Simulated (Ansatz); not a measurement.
**What do other settings change for the unslipped end of a generalised stacking fault on (111) (glide set) of a Ge-Si solid solution (72 atoms)?**

The cell holds 72 atoms: 51 Ge and 21 Si. Its edges and angles: a = 6.849 Å, b = 11.862 Å, c = 19.571 Å, α = 90.0°, β = 90.0°, γ = 90.0°. It derives from Ge and Si. Diamond-structure Ge lattice (a = 5.5919 Å, the value set for the mixture), cell with z along [111], 1 x 3 x 2 periods; the third cell vector is tilted by 0.000 of 1/2[11-2] and lengthened by 0.2 Å, so the stacking has no slip (glide set); displaced by a Gaussian of 0.01 Å; 21 of 72 Ge sites given to Si at random (lattice constant by Vegard's rule between Ge and Si).

Geometry: as built.

Reference run: Kohn-Sham DFT, RPBE, PAW (set soft_2), plane waves (Ansatz 0.2.0), cutoff 420 eV, k-mesh 5×3×2, fermi-dirac smearing of 0.05 eV.

* r.m.s. force component: 0.4711 eV/Å
* pressure: 3.986 GPa
* spacing of highest filled and lowest empty level: 0.3283 eV
* SCF cycles: 11
* time: 15 min on 8 threads of Arm Neoverse V1, shared host

**Question.** The cell is repeated and solved at Γ. How do error, time and memory go?
- plane waves, 72 atoms (1×1×1)
- support functions, 72 atoms (1×1×1)
- plane waves, 144 atoms (2×1×1)
- support functions, 144 atoms (2×1×1)

Differences are against the typed cell on a 5×3×2 mesh, which samples like Γ on 2160 atoms (r.m.s. force component 0.471 eV/Å). Every repeated cell is solved at Γ, and forces are averaged over the copies of each atom. Hardware: 8 threads of Arm Neoverse V1, shared host.

```
atoms  repeats              basis  Δ force, r.m.s. (meV/Å)  Δ energy (meV/atom)  less plane waves of the same size (meV/atom)  spread among copies (meV/Å)  SCF cycles     time  host memory (GiB)
   72    1×1×1        plane waves                      215                 96.4                                             -                            -           9     12 s                2.3
   72    1×1×1  support functions                      215                 95.4                                          -1.0                            -          13     66 s                3.5
  144    2×1×1        plane waves                     29.8                 66.2                                             -                            0           8     61 s                6.2
  144    2×1×1  support functions                     29.8                 65.2                                          -1.0                            0          13  2.5 min                6.1
```

Repeating the cell at Γ samples more k-points: in plane waves the energy difference from the dense mesh goes from 96.4 meV/atom at 72 atoms to 66.2 at 144, and the force difference from 215 to 30 meV/Å. At equal size the support functions lie 1.0 meV/atom below plane waves, likely because their grid holds more waves than 420 eV; no run tests this. At the largest size the support functions' forces differ from the reference by 6.3 % of the r.m.s. force, which holds the difference of sampling between the two as well as that of the basis.

[Logs are printed without paths, hosts, clocks, repeated set-up lines and the standing remarks that a program may print on its own settings, such as how far it seeks lower states.]

[Hosts, paths, dates, database ids (printed as entryN), source tags and the programs' standing remarks are cut or masked in the printed files.]
